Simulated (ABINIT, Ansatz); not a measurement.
**Re (Rhenium): from the cell to the phonon bands**

How does Re (Rhenium) vibrate, and is this structure a minimum?

Calculated with ABINIT 10.8.3; DFT PBE, scalar-relativistic, plane waves, PseudoDojo norm-conserving pseudopotentials.

This is a report of a sequence of runs, with most program output left out.

## 1. Set-up

The structure is hexagonal, space group P6_3/mmc (No. 194). Conventional cell: a = 2.761 Å, b = 2.761 Å, c = 4.458 Å, α = 90.00°, β = 90.00°, γ = 120.00°. Re has 12 Re at 2.74 to 2.76 Å nearest.

## 2. A probe with smearing

A first run with smearing and empty bands tells whether the crystal has a gap, which decides between fixed occupations and smearing later on.

probe.abi reads:

```
# ground state
tolvrs 1.0d-08
prtden 1
prtwf 1

# basis, mesh and filling
ecut 30.0
ngkpt 9 9 4
nshiftk 1
shiftk 0.0 0.0 0.0
istwfk *1
occopt 7
tsmear 0.005
nband 23
nstep 100
diemac 9.0
prtebands 0
prtgsr 0

# cell and atoms
acell 3*1.0 Angstrom
rprim 
    2.7608 0.0 0.0
    -1.3804 2.390922935 0.0
    0.0 0.0 4.4582
ntypat 1
znucl 75
natom 2
typat 1 1
xred 
    1/3 2/3 0.25
    2/3 1/3 0.75
pp_dirpath "./pseudo"
pseudos "Re.upf"
```

On the command line:

```console
$ OMP_NUM_THREADS=1 mpirun -n 16 abinit probe.abi > probe.log
```

Run time: 4.3 s. Hardware: 16 MPI ranks of Arm Neoverse V2, shared host.

Read from the output:

| Quantity | Value |
| --- | --- |
| volume per atom | 14.71 Å³ |
| pressure | 5.431 GPa |
| gap on the k-mesh | 0 eV |

No gap opens on this mesh, so smearing is kept; the printed pressure holds the stress of the finite basis too.

## 3. Relaxing the cell and atoms

The harmonic expansion needs vanishing forces, and a free crystal bears no stress, so cell and atoms are brought to rest. Stress is more sensitive to the basis than forces are: the last 3 Ha under the cutoff are smoothed with ecutsm, and the cutoff is raised above that of the later runs.

relax.abi reads:

```
# relaxation
ionmov 2
optcell 2
dilatmx 1.08
ntime 40
tolmxf 1.0d-05
tolvrs 1.0d-14
prtwf 0
prtden 0
chksymtnons 0

# basis, mesh and filling
ecut 38.0
ecutsm 3.0
ngkpt 12 12 6
nshiftk 1
shiftk 0.0 0.0 0.0
istwfk *1
occopt 7
tsmear 0.01
nband 23
nstep 100
diemac 1000000.0
prtebands 0
prtgsr 0

# cell and atoms
acell 3*1.0 Angstrom
rprim 
    2.7608 0.0 0.0
    -1.3804 2.390922935 0.0
    0.0 0.0 4.4582
ntypat 1
znucl 75
natom 2
typat 1 1
xred 
    1/3 2/3 0.25
    2/3 1/3 0.75
pp_dirpath "./pseudo"
pseudos "Re.upf"
```

On the command line:

```console
$ OMP_NUM_THREADS=1 mpirun -n 16 abinit relax.abi > relax.log
```

Wall time 42 s (16 MPI ranks).

Relaxation path:

```csv
step,energy less that of the first step (eV),largest force (eV/Å),volume (Å³)
1,0.0000,0.0000,29.43
2,-0.0089,0.0000,29.98
3,-0.0092,0.0000,29.91
4,-0.0092,0.0000,29.91
5,-0.0092,0.0000,29.91
6,-0.0092,0.0000,29.91
```

```csv
"conventional cell, symmetrised",before,after,change
a (Å),2.761,2.774,+0.5 %
b (Å),2.761,2.774,+0.5 %
c (Å),4.458,4.488,+0.7 %
volume (Å³/atom),14.71,14.95,+1.6 %
```

The relaxed structure:

```cif
data_structure
_symmetry_space_group_name_H-M 'P 1'
_symmetry_Int_Tables_number 1
_cell_length_a 2.7739
_cell_length_b 2.7739
_cell_length_c 4.4882
_cell_angle_alpha 90.000
_cell_angle_beta 90.000
_cell_angle_gamma 120.000
_cell_volume 29.91
loop_
_atom_site_label
_atom_site_type_symbol
_atom_site_fract_x
_atom_site_fract_y
_atom_site_fract_z
_atom_site_occupancy
Re1 Re 0.33333 0.66667 0.25000 1
Re2 Re 0.66667 0.33333 0.75000 1
```

This step gave:

| Quantity | Value |
| --- | --- |
| volume per atom | 14.95 Å³ |
| pressure | 8.27e-4 GPa |

The volume changes by +1.6 % in this run and stands +1.6 % from the first cell.

## 4. Ground state

First-order wavefunctions inherit every error of the ground state, hence the very tight tolvrs. Smearing stays on, as the first look found no gap above 0.3 eV.

gs.abi reads:

```
# ground state
tolvrs 1.0d-16
prtden 1
prtwf 1

# basis, mesh and filling
ecut 30.0
ngkpt 12 12 6
nshiftk 1
shiftk 0.0 0.0 0.0
istwfk *1
occopt 7
tsmear 0.01
nband 23
nstep 100
diemac 1000000.0
prtebands 0
prtgsr 0

# cell and atoms
acell 3*1.0 Angstrom
rprim 
    2.773912257 0.0 0.0
    -1.386956128 2.402278482 0.0
    0.0 0.0 4.488238249
ntypat 1
znucl 75
natom 2
typat 1 1
xred 
    1/3 2/3 0.25
    2/3 1/3 0.75
pp_dirpath "./pseudo"
pseudos "Re.upf"
```

On the command line:

```console
$ OMP_NUM_THREADS=1 mpirun -n 16 abinit gs.abi > gs.log
```

Elapsed: 7.7 s, on 16 MPI ranks; 2 min of CPU time.

Read from the output:

```
pressure : -0.3346 GPa
```

The cell stands at -0.33 GPa: the relaxation ran with a smoothed and higher cutoff, and the difference is a stress of the finite basis.

## 5. Linear response at Γ

At q = 0 one unit cell holds all displacements. The response is solved for single atoms along the cell's directions, and symmetry skips those that follow from others. The crystal is treated as a metal, which screens a static field, so no field response is asked.

dfpt_gamma.abi reads:

```

# common to the responses
getwfk_filepath "gso_WFK"
kptopt 2
nqpt 1
qpt 0.0 0.0 0.0
asr 0
chneut 0

# displacements
rfphon 1
rfatpol 1 2
rfdir 1 1 1
tolvrs 1.0d-10
prtwf 0
prtpot 1

# basis, mesh and filling
ecut 30.0
ngkpt 12 12 6
nshiftk 1
shiftk 0.0 0.0 0.0
istwfk *1
occopt 7
tsmear 0.01
nband 23
nstep 100
diemac 1000000.0
prtebands 0
prtgsr 0

# cell and atoms
acell 3*1.0 Angstrom
rprim 
    2.773912257 0.0 0.0
    -1.386956128 2.402278482 0.0
    0.0 0.0 4.488238249
ntypat 1
znucl 75
natom 2
typat 1 1
xred 
    1/3 2/3 0.25
    2/3 1/3 0.75
pp_dirpath "./pseudo"
pseudos "Re.upf"
```

On the command line:

```console
$ OMP_NUM_THREADS=1 mpirun -n 16 abinit dfpt_gamma.abi > dfpt_gamma.log
```

Elapsed: 31 s, on 16 MPI ranks; 8.2 min of CPU time.

This step gave:

- largest acoustic frequency at the zone centre before the sum rule: -2.72 cm⁻¹
- highest optical zone-centre mode (no LO-TO term): 113.4 cm⁻¹
- lowest optical zone-centre mode: 105.5 cm⁻¹

The acoustic modes at Γ come out as far as 2.7 cm⁻¹ from zero, where they should vanish, a small numerical error.

## 6. Phonons on a q mesh

Linear response treats each wavevector of the 3×3×2 mesh in the unit cell; the first-order potentials are kept for the electron-phonon matrix elements.

dfpt_q.abi reads:

```
ndtset 5

# wavevectors
qpt1 0.3333333333 0.0 0.0
qpt2 0.3333333333 0.3333333333 0.0
qpt3 0.0 0.0 0.5
qpt4 0.3333333333 0.0 0.5
qpt5 0.3333333333 0.3333333333 0.5

# displacements
getwfk_filepath "gso_WFK"
getwfq_filepath "gso_WFK"
kptopt 3
nqpt 1
rfphon 1
rfatpol 1 2
rfdir 1 1 1
tolvrs 1.0d-10
prtwf 0
prtpot 1

# basis, mesh and filling
ecut 30.0
ngkpt 12 12 6
nshiftk 1
shiftk 0.0 0.0 0.0
istwfk *1
occopt 7
tsmear 0.01
nband 23
nstep 100
diemac 1000000.0
prtebands 0
prtgsr 0

# cell and atoms
acell 3*1.0 Angstrom
rprim 
    2.773912257 0.0 0.0
    -1.386956128 2.402278482 0.0
    0.0 0.0 4.488238249
ntypat 1
znucl 75
natom 2
typat 1 1
xred 
    1/3 2/3 0.25
    2/3 1/3 0.75
pp_dirpath "./pseudo"
pseudos "Re.upf"
```

On the command line:

```console
$ OMP_NUM_THREADS=1 mpirun -n 16 abinit dfpt_q.abi > dfpt_q.log
```

It took 12 min on 16 MPI ranks; 3.2 h of CPU time.

This step gave:

- lowest mode on the q mesh (acoustic ones at the zone centre apart): 47.47 cm⁻¹

Frequencies (cm⁻¹) before the sum rule at the irreducible wavevectors but Γ, which is solved apart; negative means imaginary. Frequencies by wavevector:

```csv
q (fractions),star,mode 1,mode 2,mode 3,mode 4,mode 5,mode 6
0.3333 0 0,6,99.11,104.6,116.1,152.2,169.4,178.2
0.3333 0.3333 0,2,121.7,150.9,150.9,152.9,187.5,187.5
0 0 0.5,1,80.21,80.21,80.21,80.21,161.9,161.9
0.3333 0 0.5,6,112.2,112.2,114.2,114.2,176.6,176.6
0.3333 0.3333 0.5,2,47.47,47.47,154.4,154.4,190.3,190.3
```

## 7. Dispersion

anaddb transforms the dynamical matrices to force constants and back along the path; points of the mesh come back as solved, but for the sum rule and, in polar crystals, the LO-TO term at Γ; the rest is interpolation.

anaddb.abi reads:

```
ddb_filepath "all_DDB"
output_file "anaddb.abo"
outdata_prefix "anaddb"
ifcflag 1
ngqpt 3 3 2
nqshft 1
q1shft 0.0 0.0 0.0
asr 1
chneut 0
dipdip 0
dipquad 0
quadquad 0
enunit 0
eivec 0
nph1l 93
qph1l 
    0.0 0.0 0.0 1.0
    0.05 0.0 0.0 1.0
    0.1 0.0 0.0 1.0
    0.15 0.0 0.0 1.0
    0.2 0.0 0.0 1.0
    0.25 0.0 0.0 1.0
    0.3 0.0 0.0 1.0
    0.35 0.0 0.0 1.0
    0.4 0.0 0.0 1.0
    0.45 0.0 0.0 1.0
    0.5 0.0 0.0 1.0
    0.48333333 0.03333333 0.0 1.0
    0.46666667 0.06666667 0.0 1.0
    0.45 0.1 0.0 1.0
    0.43333333 0.13333333 0.0 1.0
    0.41666667 0.16666667 0.0 1.0
    0.4 0.2 0.0 1.0
    0.38333333 0.23333333 0.0 1.0
    0.36666667 0.26666667 0.0 1.0
    0.35 0.3 0.0 1.0
    0.33333333 0.33333333 0.0 1.0
    0.3 0.3 0.0 1.0
    0.26666667 0.26666667 0.0 1.0
    0.23333333 0.23333333 0.0 1.0
    0.2 0.2 0.0 1.0
    0.16666667 0.16666667 0.0 1.0
    0.13333333 0.13333333 0.0 1.0
    0.1 0.1 0.0 1.0
    0.06666667 0.06666667 0.0 1.0
    0.03333333 0.03333333 0.0 1.0
    0.0 0.0 0.0 1.0
    0.0 0.0 0.05 1.0
    0.0 0.0 0.1 1.0
    0.0 0.0 0.15 1.0
    0.0 0.0 0.2 1.0
    0.0 0.0 0.25 1.0
    0.0 0.0 0.3 1.0
    0.0 0.0 0.35 1.0
    0.0 0.0 0.4 1.0
    0.0 0.0 0.45 1.0
    0.0 0.0 0.5 1.0
    0.05 0.0 0.5 1.0
    0.1 0.0 0.5 1.0
    0.15 0.0 0.5 1.0
    0.2 0.0 0.5 1.0
    0.25 0.0 0.5 1.0
    0.3 0.0 0.5 1.0
    0.35 0.0 0.5 1.0
    0.4 0.0 0.5 1.0
    0.45 0.0 0.5 1.0
    0.5 0.0 0.5 1.0
    0.48333333 0.03333333 0.5 1.0
    0.46666667 0.06666667 0.5 1.0
    0.45 0.1 0.5 1.0
    0.43333333 0.13333333 0.5 1.0
    0.41666667 0.16666667 0.5 1.0
    0.4 0.2 0.5 1.0
    0.38333333 0.23333333 0.5 1.0
    0.36666667 0.26666667 0.5 1.0
    0.35 0.3 0.5 1.0
    0.33333333 0.33333333 0.5 1.0
    0.3 0.3 0.5 1.0
    0.26666667 0.26666667 0.5 1.0
    0.23333333 0.23333333 0.5 1.0
    0.2 0.2 0.5 1.0
    0.16666667 0.16666667 0.5 1.0
    0.13333333 0.13333333 0.5 1.0
    0.1 0.1 0.5 1.0
    0.06666667 0.06666667 0.5 1.0
    0.03333333 0.03333333 0.5 1.0
    0.0 0.0 0.5 1.0
    0.5 0.0 0.5 1.0
    0.5 0.0 0.45 1.0
    0.5 0.0 0.4 1.0
    0.5 0.0 0.35 1.0
    0.5 0.0 0.3 1.0
    0.5 0.0 0.25 1.0
    0.5 0.0 0.2 1.0
    0.5 0.0 0.15 1.0
    0.5 0.0 0.1 1.0
    0.5 0.0 0.05 1.0
    0.5 0.0 0.0 1.0
    0.33333333 0.33333333 0.5 1.0
    0.33333333 0.33333333 0.45 1.0
    0.33333333 0.33333333 0.4 1.0
    0.33333333 0.33333333 0.35 1.0
    0.33333333 0.33333333 0.3 1.0
    0.33333333 0.33333333 0.25 1.0
    0.33333333 0.33333333 0.2 1.0
    0.33333333 0.33333333 0.15 1.0
    0.33333333 0.33333333 0.1 1.0
    0.33333333 0.33333333 0.05 1.0
    0.33333333 0.33333333 0.0 1.0
```

mrgddb.in reads:

```
all_DDB
merged
6
dfpt_gammao_DDB
dfpt_qo_DS1_DDB
dfpt_qo_DS2_DDB
dfpt_qo_DS3_DDB
dfpt_qo_DS4_DDB
dfpt_qo_DS5_DDB
```

On the command line:

```console
$ mrgddb < mrgddb.in > mrgddb.log
$ OMP_NUM_THREADS=1 anaddb anaddb.abi > anaddb.log
```

It took 0.51 s on 1 thread.

Numbers from this step:

* lowest frequency on the path: 0 cm⁻¹

Anaddb. Phonon branches along the path, in cm⁻¹:

```csv
point,branch 1,branch 2,branch 3,branch 4,branch 5,branch 6
Γ,0,0,0,106,113,113
halfway,82,87,115,137,142,157
M,115,116,118,167,188,202
halfway,119,130,134,163,187,196
K,122,151,151,153,188,188
halfway,93,100,121,142,156,162
Γ,0,0,0,106,113,113
halfway,43,43,105,105,109,141
A,80,80,80,80,162,162
halfway,104,104,120,120,160,160
L,98,98,124,124,195,195
halfway,77,77,140,140,193,193
H,48,48,154,154,190,190
halfway,110,110,119,119,165,165
A,80,80,80,80,162,162
jump to L,98,98,124,124,195,195
halfway,101,119,120,141,190,201
M,115,116,118,167,188,202
jump to H,48,48,154,154,190,190
halfway,109,109,136,156,190,190
K,122,151,151,153,188,188
```

All branches are real along the path.

## 8. Density of states

Sums over the zone need many more wavevectors than were solved, so the interpolation is sampled on a dense mesh.

anaddb.abi reads:

```
ddb_filepath "all_DDB"
output_file "anaddb.abo"
outdata_prefix "anaddb"
ifcflag 1
ngqpt 3 3 2
nqshft 1
q1shft 0.0 0.0 0.0
asr 1
chneut 0
dipdip 0
dipquad 0
quadquad 0
prtdos 2
ng2qpt 19 19 10
dosdeltae 4.5563e-06
ntemper 11
temperinc 100.0
tempermin 0.0
```

On the command line:

```console
$ OMP_NUM_THREADS=1 anaddb anaddb.abi > anaddb.log
```

Elapsed: 0.61 s, on 1 thread.

This step gave:

```
share of modes beyond 3i cm⁻¹ on the dense interpolated mesh : 0
zero-point energy per atom                                   : 24.8 meV
heat capacity at 300 K                                       : 24.06 J/(mol atoms K)
vibrational entropy at 300 K                                 : 37.50 J/(mol atoms K)
```

Tetrahedra. The phonon density of states by wavenumber; read off at these points:

```csv
wavenumber (cm⁻¹),phonon density of states (1/cm⁻¹/cell)
0.0,0
5.0,2.0e-5
10.0,6.0e-5
15.0,1.4e-4
20.0,3.3e-4
25.0,5.7e-4
30.0,8.4e-4
35.0,0.00118
40.0,0.00169
45.0,0.00224
50.0,0.00298
55.0,0.00435
60.0,0.00608
65.0,0.00802
70.0,0.0103
75.0,0.0130
80.0,0.0164
85.0,0.0209
90.0,0.0276
95.0,0.0408
100.0,0.0549
105.0,0.0674
109.0,0.0760
110.0,0.0710
115.0,0.0906
118.0,0.106
120.0,0.0980
125.0,0.0699
130.0,0.0585
135.0,0.0507
140.0,0.0410
145.0,0.0372
150.0,0.0384
155.0,0.0386
157.0,0.0462
160.0,0.0302
165.0,0.0215
170.0,0.0218
175.0,0.0254
180.0,0.0337
185.0,0.0514
190.0,0.110
195.0,0.0293
200.0,0.0136
205.0,0
```

Harmonic thermodynamic functions per atom, summed over the density of states scaled to three modes an atom; melting is ignored. Thermodynamic functions:

```csv
T (K),F_vib (meV/atom),S (J/mol-atom/K),C_V (J/mol-atom/K)
0,24.8,0,0
50,24.32,3.626,8.965
100,19.93,13.3,18.4
200,-2.04,27.93,23.02
300,-36.24,37.5,24.06
400,-78.89,44.48,24.44
500,-127.9,49.96,24.62
600,-182.1,54.46,24.72
700,-240.6,58.27,24.78
800,-302.7,61.58,24.82
900,-368.1,64.51,24.84
1000,-436.3,67.12,24.86
```

At 300 K the heat capacity has reached 96 % of the Dulong-Petit value.

## 9. Cross-check with Ansatz

A second program on the same cell, potentials, cutoff and meshes tests the implementation of the phonon response, not its convergence.

This step: DFT PBE, scalar-relativistic, plane waves, PseudoDojo norm-conserving pseudopotentials (Ansatz 0.2.0).

input.yaml reads:

```yaml
crystal:
  lattice:
    - [2.7739122567, 0.0, 0.0]
    - [-1.3869561284, 2.4022784822, 0.0]
    - [0.0, 0.0, 4.4882382491]
  atoms:
    - { symbol: Re, position: [0.3333333333, 0.6666666667, 0.25] }
    - { symbol: Re, position: [0.6666666667, 0.3333333333, 0.75] }
kpoints:
  mp_grid: { grid: [12, 12, 6] }
hamiltonian:
  xc: pbe
  pseudopotentials: { kind: nc, accuracy: standard }
scf:
  occupations: { method: gaussian, width: 0.27211 }
output:
  eigenvalues: true
basis:
  ecutwfc: 816.342
phonons:
  method: dfpt
  qmesh: [3, 3, 2]
  temperatures: { t_max: 1000, t_step: 50 }
  qpath:
    path:
      - [[0.0, 0.0, 0.0], [0.5, 0.0, 0.0], [0.33333333, 0.33333333, 0.0], [0.0, 0.0, 0.0], [0.0, 0.0, 0.5], [0.5, 0.0, 0.5], [0.33333333, 0.33333333, 0.5], [0.0, 0.0, 0.5]]
      - [[0.5, 0.0, 0.5], [0.5, 0.0, 0.0]]
      - [[0.33333333, 0.33333333, 0.5], [0.33333333, 0.33333333, 0.0]]
    npoints: 10
  electrical_resistivity: { temperatures: [77, 300], mesh: [36, 36, 18] }
```

On the command line:

```console
$ ansatz run input.yaml --threads 16 --pin off --max-ram 32768MiB --backend cpu --events-out ev --progress --plain --runs-dir out
```

It took 1.7 min on 16 threads; peak memory 6 GiB.

Read from the output:

| Quantity | Value |
| --- | --- |
| sum-rule residual before enforcement | 3.04e-4 eV/Å² |
| mean frequency | 133.4 cm⁻¹ |
| Debye temperature (second moment) | 257 K |
| logarithmic mean frequency | 128.3 cm⁻¹ |
| lowest optical zone-centre mode | 105.6 cm⁻¹ |
| lowest mode on the q mesh (acoustic ones at the zone centre apart) | 47.51 cm⁻¹ |
| zero-point energy per atom | 24.82 meV |
| heat capacity at 300 K | 24.05 J/(mol atoms K) |
| vibrational entropy at 300 K | 37.51 J/(mol atoms K) |

## 10. Side by side: ABINIT PseudoDojo and Ansatz, PseudoDojo

Worked out from the results:

```yaml
root_mean_square_difference: 0.02 cm⁻¹
largest_difference: 0.04 cm⁻¹
root_mean_square_difference_on_the_path: 1.5 cm⁻¹
largest_difference_on_the_path: 7.8 cm⁻¹
```

At the solved wavevectors the largest difference (acoustic modes at Γ apart) is 0.02 % of the highest mode (on the interpolated path 4 %).

## 11. What came out

```
space group after relaxation                                       : P6_3/mmc
volume per atom                                                    : 15.0 Å³
highest optical zone-centre mode (no LO-TO term)                   : 113.4 cm⁻¹
lowest optical zone-centre mode                                    : 105.5 cm⁻¹
q mesh                                                             : 3×3×2
lowest mode on the q mesh (acoustic ones at the zone centre apart) : 47.5 cm⁻¹
zero-point energy per atom                                         : 24.8 meV
heat capacity at 300 K                                             : 24.1 J/(mol atoms K)
vibrational entropy at 300 K                                       : 37.5 J/(mol atoms K)
imaginary modes on the q mesh                                      : none
largest difference from Ansatz, PseudoDojo                         : 0.04 cm⁻¹
```

**Reading.** Re (Rhenium) is dynamically stable on the 3×3×2 mesh; its spectrum reaches 203 cm⁻¹. At the PBE level the optical modes of Re (Rhenium) at the zone centre run from 106 to 113 cm⁻¹. Along axes with an odd number of divisions the mesh misses the zone-boundary points at one half, where instabilities often lie; those are only interpolated. The base run prints -0.33 GPa, mostly the error of a finite basis; the relaxation, with a smoothed and higher cutoff, had brought the cell to rest. ABINIT PseudoDojo and Ansatz, PseudoDojo agree to 0.04 cm⁻¹ (0.02 % of the highest mode compared) on all solved modes but the acoustic ones at Γ. Their interpolated bands part by up to 8 cm⁻¹. These are harmonic frequencies at zero temperature: anharmonic shifts and linewidths and thermal expansion are left out. Spin-orbit coupling is left out, which can matter for the heavy elements here. In a metal the frequencies hang on the k mesh and the smearing, most of all near Kohn anomalies. Ansatz warns that the cutoff lies 17 % under the one recommended for these files; agreement at one cutoff is not convergence. Electron-phonon sums were run after this but are left out, since no second program bore their λ out within 30 %; a λ that a log prints is not taken as a result. The q mesh stands for a supercell only 8.3 Å across, so branches between the solved wavevectors are rough.

[Host names and launcher messages were left out of these logs when they were recorded.]

[Logs are printed without paths, hosts, clocks, repeated set-up lines and the standing remarks that a program may print on its own settings, such as how far it seeks lower states.]

[Hosts, paths, dates, database ids (printed as entryN), source tags and the programs' standing remarks are cut or masked in the printed files.]
